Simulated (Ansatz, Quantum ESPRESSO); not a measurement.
# puckered PAs, 1 layer: the energy at a withheld member of a series

**Set-up.** Quantum ESPRESSO 7.5, PBE, GBRV ultrasoft. Cell and atoms are first relaxed; each strained cell is then held, the other axis too, and the atoms relax in it. A periodic run with 15 Å of vacuum in the starting cell gives the vacuum levels, and bands follow along a path. The series steps strain along the first axis. Energies count from the lowest.

```tsv
strain along the first axis	energy (eV)
-4 %	0.0140
-3 %	0.0076
-2 %	0.0031
-1 %	0.0006
0 %	0.0000
1 %	0.0013
2 %	0.0044
3 %	0.0091
```

**Question.** What is the energy at 4 %?

By hand: The rows at 2 % and 3 % give a slope of (0.0091 − (0.0044))/(3 − (2)) = 0.0047, so a straight line gives 0.0138 eV. A parabola through these and the row at 1 % gives 0.0154 eV.

**The withheld run.** 0.0156 eV. The line misses by −0.0018 and the parabola by −0.0002 eV. The parabola does better.

Caveats: Semilocal gaps are too small; the 1×1 cell can't ripple over many cells under compression as a free sheet would. No spin-orbit coupling.

[Logs are printed without paths, hosts, clocks, repeated set-up lines and the standing remarks that a program may print on its own settings, such as how far it seeks lower states.]
